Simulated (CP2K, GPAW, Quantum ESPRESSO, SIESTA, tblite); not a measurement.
# C(111) slab, H on the bottom face (153 atoms) in CP2K

Aim: run C(111) slab, H on the bottom face (153 atoms) in CP2K and see how near its forces come to a plane-wave reference, and at what cost.

Main program and level: CP2K 2026.2; the method is named at each step.

## (1) Set-up

The cell holds 153 atoms: 144 C and 9 H. Cell: a = 7.567 Å, b = 7.567 Å, c = 28.021 Å, α = 90.0°, β = 90.0°, γ = 120.0°. It derives from C (diamond-structure). Diamond-structure C (a = 3.567 Å), (111) slab of 16 atomic planes, 3 x 3 surface cells, H on the broken bonds of the bottom face, 12 Å of vacuum; displaced by a Gaussian of 0.02 Å. Then every atom was moved at random, 0.05 Å r.m.s. a Cartesian component (hydrogen 0.6 of that). Regions: slab, 144 atoms (144 C); hydrogen, 9 atoms (9 H). Vacuum lies along c.

The yardstick, on the same geometry:

* method: Kohn-Sham DFT, PBE, SSSP efficiency 1.3.0 pseudopotentials, plane waves (Quantum ESPRESSO 7.5); sssp-pbe-1.3.0-efficiency, cutoffs 60/480 Ry, Γ point
* r.m.s. force component: 2.583 eV/Å
* longest force: 11.42 eV/Å
* time: 12 min on 4 MPI ranks of Arm Neoverse V2, shared host
* CPU time: 49 min

## (2) PBE, DZVP-MOLOPT-SR, 450/50 Ry, diagonalisation

Method: Kohn-Sham DFT, PBE, GTH-PBE pseudopotentials, Gaussian and plane waves, DZVP-MOLOPT-SR-GTH, diagonalisation.

input.inp reads:

```
&GLOBAL
  PROJECT cell
  RUN_TYPE ENERGY_FORCE
  PRINT_LEVEL LOW
&END GLOBAL
&FORCE_EVAL
  METHOD QS
  &DFT
    BASIS_SET_FILE_NAME BASIS_MOLOPT
    POTENTIAL_FILE_NAME GTH_POTENTIALS
    &MGRID
      CUTOFF 450
      REL_CUTOFF 50
    &END MGRID
    &QS
      EPS_DEFAULT 1.0E-12
    &END QS
    &SCF
      SCF_GUESS ATOMIC
      EPS_SCF 5.0E-06
      MAX_SCF 200
      ADDED_MOS 67
      &DIAGONALIZATION
        ALGORITHM STANDARD
      &END DIAGONALIZATION
      &SMEAR ON
        METHOD FERMI_DIRAC
        ELECTRONIC_TEMPERATURE [K] 580
      &END SMEAR
      &MIXING
        METHOD BROYDEN_MIXING
        ALPHA 0.2
        NBROYDEN 12
        BETA 0.05
      &END MIXING
      &PRINT
        &RESTART OFF
        &END RESTART
      &END PRINT
    &END SCF
    &XC
      &XC_FUNCTIONAL PBE
      &END XC_FUNCTIONAL
    &END XC
    &PRINT
      &MULLIKEN ON
      &END MULLIKEN
      &HIRSHFELD ON
        SHAPE_FUNCTION DENSITY
      &END HIRSHFELD
      &MO ON
        EIGENVALUES T
        OCCUPATION_NUMBERS T
        MO_INDEX_RANGE 282 305
        &EACH
          QS_SCF 0
        &END EACH
        ADD_LAST NUMERIC
      &END MO
    &END PRINT
  &END DFT
  &SUBSYS
    &CELL
      A 7.56675 0.00000 0.00000
      B -3.78337 6.55300 0.00000
      C 0.00000 0.00000 28.02071
    &END CELL
    &COORD
      SCALED
      C 0.44636 0.89411 0.27116
      C 0.33013 0.99984 0.25354
      C 0.21451 0.76839 0.34505
      C 0.46679 0.89985 0.32626
      C 0.33898 0.00420 0.41912
      C 0.25131 0.79035 0.39966
      C 0.46016 0.89372 0.49417
      C 0.33439 0.00156 0.47592
      C 0.21749 0.77917 0.56666
      C 0.44120 0.88596 0.54821
      C 0.32441 0.98983 0.63917
      C 0.24151 0.79390 0.62047
      C 0.44840 0.89232 0.71170
      C 0.34556 0.02005 0.69371
      C 0.21315 0.76984 0.78579
      C 0.43702 0.88443 0.76864
      C 0.44485 0.55530 0.27163
      C 0.32975 0.66368 0.25336
      C 0.24051 0.45568 0.34609
      C 0.44426 0.56465 0.32342
      C 0.33706 0.66716 0.41771
      C 0.22158 0.44682 0.40532
      C 0.43428 0.56691 0.49046
      C 0.32779 0.65616 0.47200
      C 0.22482 0.45247 0.56326
      C 0.43289 0.55125 0.54801
      C 0.32602 0.67396 0.63811
      C 0.21927 0.43596 0.61725
      C 0.44648 0.55840 0.71269
      C 0.33936 0.65136 0.69152
      C 0.23443 0.44577 0.78553
      C 0.44411 0.56024 0.76788
      C 0.77856 0.89093 0.27119
      C 0.66895 0.99573 0.25282
      C 0.54859 0.77219 0.34289
      C 0.78149 0.89020 0.32631
      C 0.67438 0.00587 0.41789
      C 0.54834 0.75944 0.39964
      C 0.78157 0.89173 0.49495
      C 0.65448 0.99838 0.47611
      C 0.56136 0.77089 0.56150
      C 0.77162 0.89145 0.54868
      C 0.66852 0.00367 0.63783
      C 0.56629 0.77220 0.62395
      C 0.78285 0.88790 0.70950
      C 0.64999 0.98724 0.69201
      C 0.55200 0.78128 0.78727
      C 0.77642 0.88880 0.76914
      C 0.44436 0.22458 0.27220
      C 0.33368 0.33384 0.25270
      C 0.22048 0.11325 0.34435
      C 0.45564 0.23510 0.32715
      C 0.31716 0.33465 0.41761
      C 0.19871 0.09677 0.39824
      C 0.43752 0.21666 0.49317
      C 0.32805 0.32108 0.47535
[... 93 atom lines left out ...]
      H 0.00151 0.00096 0.21557
      H 0.66661 0.33450 0.21362
      H 0.99244 0.66703 0.21355
      H 0.99915 0.33262 0.21452
    &END COORD
    &KIND C
      BASIS_SET DZVP-MOLOPT-SR-GTH-q4
      POTENTIAL GTH-PBE-q4
    &END KIND
    &KIND H
      BASIS_SET DZVP-MOLOPT-SR-GTH-q1
      POTENTIAL GTH-PBE-q1
    &END KIND
  &END SUBSYS
  &PRINT
    &FORCES ON
    &END FORCES
  &END PRINT
&END FORCE_EVAL
```

Command:

```bash
> OMP_NUM_THREADS=1 mpirun -np 4 cp2k.psmp -i input.inp > output.txt
```

Numbers of over 12 decimals in the logs are rounded to 6 here.

The log of the run:

```text
CP2K| version string:                                       CP2K version 2026.2
 CP2K| Input file name                                                 input.inp
 GLOBAL| Basis set file name                                        BASIS_MOLOPT
 GLOBAL| Potential file name                                      GTH_POTENTIALS
 GLOBAL| Run type                                                   ENERGY_FORCE
 GLOBAL| Total number of message passing processes                             4
 GLOBAL| Number of threads for this process                                    1
 TOTAL NUMBERS AND MAXIMUM NUMBERS
  Total number of            - Atomic kinds:                                   2
                             - Atoms:                                        153
                             - Shell sets:                                   153
                             - Shells:                                       747
                             - Primitive Cartesian functions:                765
                             - Cartesian basis functions:                   2061
                             - Spherical basis functions:                   1917
  Maximum angular momentum of- Orbital basis functions:                        2
                             - Local part of the GTH pseudopotential:          2
                             - Non-local part of the GTH pseudopotential:      0
 SCF PARAMETERS         Density guess:                                    ATOMIC
                        max_scf:                                             200
                        eps_scf:                                        5.00E-06
                        added MOs                                        67    0
                        Mixing method:                            BROYDEN_MIXING
                                                charge density mixing in g-space
                        Smear method:                                FERMI_DIRAC
                        Electronic temperature [K]:                        580.0
                        Electronic temperature [a.u.]:                  1.84E-03
                        Accuracy threshold:                             1.00E-10
 Extrapolation method: initial_guess
 Number of electrons:                                                        585
 Number of occupied orbitals:                                                293
 Number of molecular orbitals:                                               360
 Number of orbital functions:                                               1917
 Number of independent orbital functions:                                   1917
 SCF WAVEFUNCTION OPTIMIZATION
  Step     Update method      Time    Convergence         Total energy    Change
     1 NoMix/Diag. 0.20E+00    7.0     0.95364394      -826.8060133670 -8.27E+02
     2 Broy./Diag. 0.20E+00   11.5     1.09374037      -793.0353834120  3.38E+01
     3 Broy./Diag. 0.20E+00   11.5     1.13263559      -798.3039723420 -5.27E+00
     4 Broy./Diag. 0.20E+00   11.6     1.08084467      -811.5540381652 -1.33E+01
[...]
42 Broy./Diag. 0.20E+00   11.7     0.00000660      -822.4970382316  4.75E-06
    43 Broy./Diag. 0.20E+00   11.8     0.00000462      -822.4970369803  1.25E-06
  *** SCF run converged in    43 steps ***
  Electronic density on regular grids:       -584.9999999998        0.0000000002
  Core density on regular grids:              584.9999999995       -0.0000000005
  Total charge density on r-space grids:       -0.0000000003
  Total charge density g-space grids:          -0.0000000003
  Overlap energy of the core charge distribution:               1.16637e-05
  Self energy of the core charge distribution:              -1932.935407
  Core Hamiltonian energy:                                    614.548314
  Hartree energy:                                             754.982037
  Exchange-correlation energy:                               -259.080793
  Electronic entropic energy:                                  -0.011199
  Fermi energy:                                                 0.211388
  Total energy:                                              -822.497037
  Total energy (extrapolated to T->0):                       -822.491437
 MO| EIGENVALUES AND OCCUPATION NUMBERS
 MO|
 MO|  Index      Eigenvalue [a.u.]        Eigenvalue [eV]             Occupation
 MO|    282               0.148078               4.029394               2.000000
 MO|    283               0.160905               4.378461               2.000000
 MO|    284               0.163075               4.437508               2.000000
[...]
MO|    304               0.335342               9.125131               0.000000
 MO|    305               0.339159               9.228996               0.000000
 MO| Sum:                                                             585.000000
 MO| E(Fermi):            0.211388 a.u.          5.752157 eV
 !-----------------------------------------------------------------------------!
                     Mulliken Population Analysis
 #  Atom  Element  Kind  Atomic population                           Net charge
       1     C        1          3.991726                              0.008274
       2     C        1          4.081343                             -0.081343
       3     C        1          3.989481                              0.010519
[...]
152     H        2          0.919899                              0.080101
     153     H        2          0.912727                              0.087273
 # Total charge                            585.000000                 -0.000000
 !-----------------------------------------------------------------------------!
 !-----------------------------------------------------------------------------!
                           Hirshfeld Charges
  #Atom  Element  Kind  Ref Charge     Population                    Net charge
      1       C      1       4.000          3.992                         0.008
      2       C      1       4.000          4.034                        -0.034
      3       C      1       4.000          3.994                         0.006
[...]
152       H      2       1.000          0.960                         0.040
    153       H      2       1.000          0.957                         0.043
  Total Charge                                                           -0.000
 !-----------------------------------------------------------------------------!
 ENERGY| Total FORCE_EVAL ( QS ) energy [hartree]           -822.497028
 FORCES| Atomic forces [hartree/bohr]
 FORCES|   Atom     x               y               z               |f|
 FORCES|      1  2.02615447E-02 -2.25425265E-02 -1.07620985E-02   3.21639310E-02
 FORCES|      2  2.51245678E-02  1.47964394E-02  1.18123764E-02   3.14596688E-02
 FORCES|      3  4.08705965E-02  7.01191433E-02  3.67463881E-03   8.12440945E-02
[...]
FORCES|    152  5.00053964E-03 -1.69423587E-05 -1.14688745E-02   1.25116252E-02
 FORCES|    153  1.13909845E-03  4.77970692E-04 -6.81526712E-03   6.92631700E-03
 FORCES| Sum     1.24001813E-04 -7.19800547E-05 -7.91824356E-06
 FORCES| Total atomic force                                       1.43597620E-04
```

Run time: 8.8 min. Hardware: 4 MPI ranks of Arm Neoverse V2, shared host; peak memory 4.3 GiB; 35 min of CPU time.

Banners, paths, timers and routine set-up lines are dropped from the logs unmarked, and long logs keep their key lines alone; longer cuts are marked.

Numbers from this run, and their distance from the reference:

```
r.m.s. force component                  : 2.631 eV/Å
r.m.s. difference of force components   : 64.51 meV/Å
longest difference of force vectors     : 283.7 meV/Å
force difference over r.m.s. force      : 2.497 %
slope of forces against the reference's : 1.018
correlation of force components         : 0.9999
```

Length of the force difference by element (eV/Å):

```
element  atoms   mean  most
      C    144   0.10  0.28
      H      9  0.079  0.17
```

Local excerpt of 13 atoms (numbers count through the whole input) about C79, which has 3 bonded neighbours where the commonest count for C is 4; x, y, z are measured from there.

```
atom      x      y      z  distance (Å)  bonds  Hirshfeld charge (e)     Fx     Fy  Fz (eV/Å)
 C79   0.00   0.00   0.00          0.00      3                 -0.02   0.24  -2.35      -3.25
 C80   1.31   0.50  -0.58          1.52      4                 -0.03  -1.38   4.15       2.72
 C32  -1.29   0.64  -0.53          1.54      4                 -0.02   2.39   0.56       3.69
 C64   0.02  -1.57  -0.59          1.68      4                 -0.02  -2.51   1.51       4.16
 C95   1.27   2.01  -0.07          2.37      3                  0.03   0.01   0.49      -2.58
 C31  -2.45  -0.11  -0.03          2.45      3                 -0.03  -2.24  -1.91      -3.68
 C47  -1.31   2.09   0.02          2.47      3                 -0.01   0.73  -0.35      -4.23
 C77   1.20   0.64  -2.08          2.48      4                  0.01   3.28  -2.98      -1.83
 C29  -1.27   0.63  -2.07          2.51      4                  0.00   0.96  -0.33      -2.20
C111   1.19  -2.27  -0.10          2.56      3                  0.02   2.22  -1.31      -2.45
C127   2.56  -0.12  -0.19          2.57      3                  0.01   0.83   0.07      -1.56
 C61  -0.04  -1.50  -2.13          2.60      4                 -0.01  -1.00  -0.55      -0.06
 C63  -1.23  -2.32  -0.02          2.62      3                 -0.01   0.41   0.75      -4.02
```

Forces lie 2.5 % from the reference's, at 0.71 times its CPU time.

## (3) PBE, SZV-MOLOPT-SR, 450/50 Ry, diagonalisation

Method: Kohn-Sham DFT, PBE, GTH-PBE pseudopotentials, Gaussian and plane waves, SZV-MOLOPT-SR-GTH, diagonalisation.

Edit input.inp of step 2 so:

```diff
@@ -68,7 +68,30 @@
     &COORD
-      SCALED
-[... 153 atom lines left out: the same atoms as in the first run ...]
+      C -0.00525 5.85910 7.59810
+      C -1.28475 6.55195 7.10437
+      C -1.28396 5.03526 9.66855
+      C 0.12762 5.89672 9.14204
+      C 2.54909 0.02752 11.74404
+      C -1.08859 5.17916 11.19876
+      C 0.10064 5.85655 13.84699
+      C 2.52434 0.01022 13.33562
+      C -1.30220 5.10590 15.87822
+      C -0.01346 5.80570 15.36123
+      C -1.29016 6.48636 17.91000
+      C -1.17617 5.20243 17.38601
+      C 0.01695 5.84737 19.94234
+      C 2.53891 0.13139 19.43825
+      C -1.29974 5.04476 22.01839
+      C -0.03930 5.79567 21.53784
+      C 1.26516 3.63888 7.61127
+      C -0.01581 4.34910 7.09933
+      C 0.09587 2.98607 9.69769
+      C 1.22532 3.70015 9.06246
+[... 129 atom lines left out ...]
+      H 0.00779 0.00629 6.04042
+      H 3.77853 2.19198 5.98578
+      H 4.98592 4.37105 5.98382
+      H 6.30189 2.17966 6.01100
     &END COORD
     &KIND C
-      BASIS_SET DZVP-MOLOPT-SR-GTH-q4
+      BASIS_SET SZV-MOLOPT-SR-GTH-q4
       POTENTIAL GTH-PBE-q4
@@ -76,3 +99,3 @@
     &KIND H
-      BASIS_SET DZVP-MOLOPT-SR-GTH-q1
+      BASIS_SET SZV-MOLOPT-SR-GTH-q1
       POTENTIAL GTH-PBE-q1
```

Command:

```bash
> OMP_NUM_THREADS=2 cp2k.psmp -i input.inp > output.txt
```

The log of the run:

```text
CP2K| version string:                                       CP2K version 2026.2
 CP2K| Input file name                                                 input.inp
 GLOBAL| Basis set file name                                        BASIS_MOLOPT
 GLOBAL| Potential file name                                      GTH_POTENTIALS
 GLOBAL| Run type                                                   ENERGY_FORCE
 GLOBAL| Total number of message passing processes                             1
 GLOBAL| Number of threads for this process                                    2
[... lines left out ...]
                        Smear method:                                FERMI_DIRAC
[... lines left out ...]
 Number of electrons:                                                        585
[... lines left out ...]
  Step     Update method      Time    Convergence         Total energy    Change
[... lines left out ...]
  *** SCF run converged in    40 steps ***
[... lines left out ...]
  Fermi energy:                                                 0.265372
  Total energy:                                              -819.593011
  Total energy (extrapolated to T->0):                       -819.587554
[... lines left out ...]
 MO| E(Fermi):            0.265372 a.u.          7.221150 eV
[... lines left out ...]
                           Hirshfeld Charges
  #Atom  Element  Kind  Ref Charge     Population                    Net charge
      1       C      1       4.000          3.991                         0.009
      2       C      1       4.000          4.035                        -0.035
      3       C      1       4.000          3.996                         0.004
[...]
152       H      2       1.000          0.960                         0.040
    153       H      2       1.000          0.958                         0.042
  Total Charge                                                           -0.000
 !-----------------------------------------------------------------------------!
 ENERGY| Total FORCE_EVAL ( QS ) energy [hartree]           -819.593012
 FORCES| Atomic forces [hartree/bohr]
 FORCES|   Atom     x               y               z               |f|
 FORCES|      1  2.37683021E-02 -3.01142796E-02 -6.19044502E-03   3.88603092E-02
 FORCES|      2  3.14555166E-02  2.02110470E-02 -1.00663275E-02   3.87203679E-02
 FORCES|      3  5.60920362E-02  8.85449820E-02  5.92593078E-03   1.04984032E-01
[...]
FORCES|    152  7.03975742E-03  4.30985860E-05 -1.85854951E-03   7.28108840E-03
 FORCES|    153  1.77351337E-03  6.06480076E-04  3.80235638E-03   4.23923127E-03
 FORCES| Sum     7.48720099E-05 -8.92922745E-05 -3.43923744E-05
 FORCES| Total atomic force                                       1.21497998E-04
```

Run time: 8.3 min. Hardware: 2 threads; peak memory 3 GiB; 16 min of CPU time.

Against the reference:

| Property | Result |
| --- | --- |
| r.m.s. force component | 3.346 eV/Å |
| r.m.s. difference of force components | 817.3 meV/Å |
| longest difference of force vectors | 3349 meV/Å |
| force difference over r.m.s. force | 31.64 % |
| slope of forces against the reference's | 1.289 |
| correlation of force components | 0.995 |

This is a coarse setting, run to see what it loses.

Against the first run (2.5 %), the force difference from the reference is 32 %, at 0.45 times the CPU time (on 2 against 4 cores), with 585 basis functions against 1917: the smaller basis costs accuracy.

## (4) Side by side

Differences are against the plane-wave reference, forces as r.m.s. over components; share is that over the reference's r.m.s. force, slope the least-squares factor from reference forces to these. Total energies of different programs have different zeros and aren't compared.

```
                                                         run  Δ force, r.m.s. (meV/Å)  share (%)  slope  cores  CPU time  memory (GiB)
                                                   reference                        -          -      -      4    49 min           7.2
        CP2K PBE, DZVP-MOLOPT-SR, 450/50 Ry, diagonalisation                     64.5       2.50  1.018      4    35 min           4.3
CP2K PBE, SZV-MOLOPT-SR, 450/50 Ry, diagonalisation (coarse)                      817       31.6  1.289      2    16 min           3.0
```

Rows marked coarse were listed beforehand as settings not expected to be converged; some can still land near the reference.

CPU time is summed over cores on a shared host, where runs went side by side, so it is rough. Symmetry, cutoffs, thresholds, outputs and thread counts weren't matched or tuned between programs; memory under MPI is the largest rank's times the ranks.

Further runs of this program without a result: CP2K PBE, TZVP-MOLOPT, 450/50 Ry, diagonalisation (cut off at its time limit).

## (5) What came out

| Property | Result |
| --- | --- |
| nearest in forces | CP2K PBE, DZVP-MOLOPT-SR, 450/50 Ry, diagonalisation, 2.5 % |
| its CPU time | 35 min |

In words: The PBE run in local orbitals, coarse settings apart, differs by 2.5 % (CP2K PBE, DZVP-MOLOPT-SR, 450/50 Ry, diagonalisation); basis, grid and potentials can all enter. Runs with settings chosen to be coarse differ by 32 % (CP2K PBE, SZV-MOLOPT-SR, 450/50 Ry, diagonalisation), their programs' other errors included. One electronic-structure run takes under half the reference's CPU time: CP2K PBE, SZV-MOLOPT-SR, 450/50 Ry, diagonalisation, at 32 % in 16 min against 49 min. CP2K PBE, SZV-MOLOPT-SR, 450/50 Ry, diagonalisation stiffens the forces by a factor of 1.29 while following their directions (correlation 0.995); the slopes of the 2 CP2K runs lie between 1.02 and 1.29. With short bonds to hydrogen, sets of potentials differ among themselves by several per cent in forces even at converged cutoffs, so the reference isn't exact here either. The electron count is odd in these runs, and they have no spin polarisation, so the unpaired electron is spread evenly over both spins. The runs have no spin polarisation, so any moments at edges, vacancies or dangling bonds can't form. The electronic-structure runs sample only Γ, in a cell whose shortest periodic width is 7 Å, which is coarse for a cell with partly filled levels.

[Also dropped from logs without a mark: logging warnings of Python, and SIESTA's first energy breakdown and zero terms.]

[Logs are printed without paths, hosts, clocks, repeated set-up lines and the standing remarks that a program may print on its own settings, such as how far it seeks lower states.]

[Hosts, paths, dates, database ids (printed as entryN), source tags and the programs' standing remarks are cut or masked in the printed files.]
